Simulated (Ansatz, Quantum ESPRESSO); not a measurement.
**HfO2 [001], fluorite: pulling along c**

The c axis is held at a set length while the cell relaxes sideways. How do the lateral strain and the stress follow? The strained cell has c along the load; unstrained it is a = 3.5668 Å, b = 3.5668 Å, c = 5.0442 Å, α = 90.00°, β = 90.00°, γ = 90.00°, with 6 atoms. The symmetry of the cell is held, so distortions that would lower it, which this phase may prefer, aren't tested.

Calculated with Ansatz 0.2.0, PBEsol, PAW files of the set soft_1, cutoff 600 eV, Fermi–Dirac smearing 0.02 eV, k-mesh 8×8×6, no spin polarisation, no spin-orbit coupling.

Relaxed positions at 0 %:

```
atom       x       y       z
  Hf  0.0000  0.0000  0.0000
  Hf  0.5000  0.5000  0.5000
   O  0.5000  0.0000  0.2500
   O  0.5000  0.0000  0.7500
   O  0.0000  0.5000  0.7500
   O  0.0000  0.5000  0.2500
```

```
ε_c (%)   a (Å)   c (Å)  ε_a (%)  σ (GPa, tension positive)
     −3  3.5850  4.8929    0.509                     −17.04
     −2  3.5787  4.9433    0.333                     −11.18
      0  3.5668  5.0442    0.000                       0.00
      1  3.5613  5.0947   −0.155                       5.35
      2  3.5560  5.1451   −0.303                      10.54
      3  3.5510  5.1956   −0.443                      15.59
```

**Question.** Fit both responses and give the free strain and the stress at −1 %, a row left out above.

Least squares with y = y0 + y1 ε + y2 ε² (ε in %) gives ε_a = 0.000 + (−0.1588) ε + (0.0037) ε² and σ = 0.00 + (5.436) ε + (−0.080) ε² GPa. The linear terms put the ratio of free to applied strain at −0.159 and the Young modulus at 544 GPa.

At −1 % the free strain comes out as 0.163 %. The run itself gives 0.163 %, so the estimate misses by 0.000 %, a rounding's worth.

The stress comes out as −5.52 GPa. The run itself gives −5.51 GPa, so the estimate misses by 0.01 GPa, a rounding's worth.

Along a cube axis ν = C12/(C11 + C12) and Y = (C11 − C12)(C11 + 2C12)/(C11 + C12), so C11 = Y(1 − ν)/[(1 + ν)(1 − 2ν)] = 578 GPa and C12 = 109 GPa.

The negative ε² term means that the crystal stiffens in compression and softens in tension.

The same fit over all rows at other levels or in other programs gives the strain ratio = −0.154 with PBEsol (Quantum ESPRESSO, PseudoDojo) and −0.158 with PBEsol (Quantum ESPRESSO, GBRV).

[Logs are printed without paths, hosts, clocks, repeated set-up lines and the standing remarks that a program may print on its own settings, such as how far it seeks lower states.]
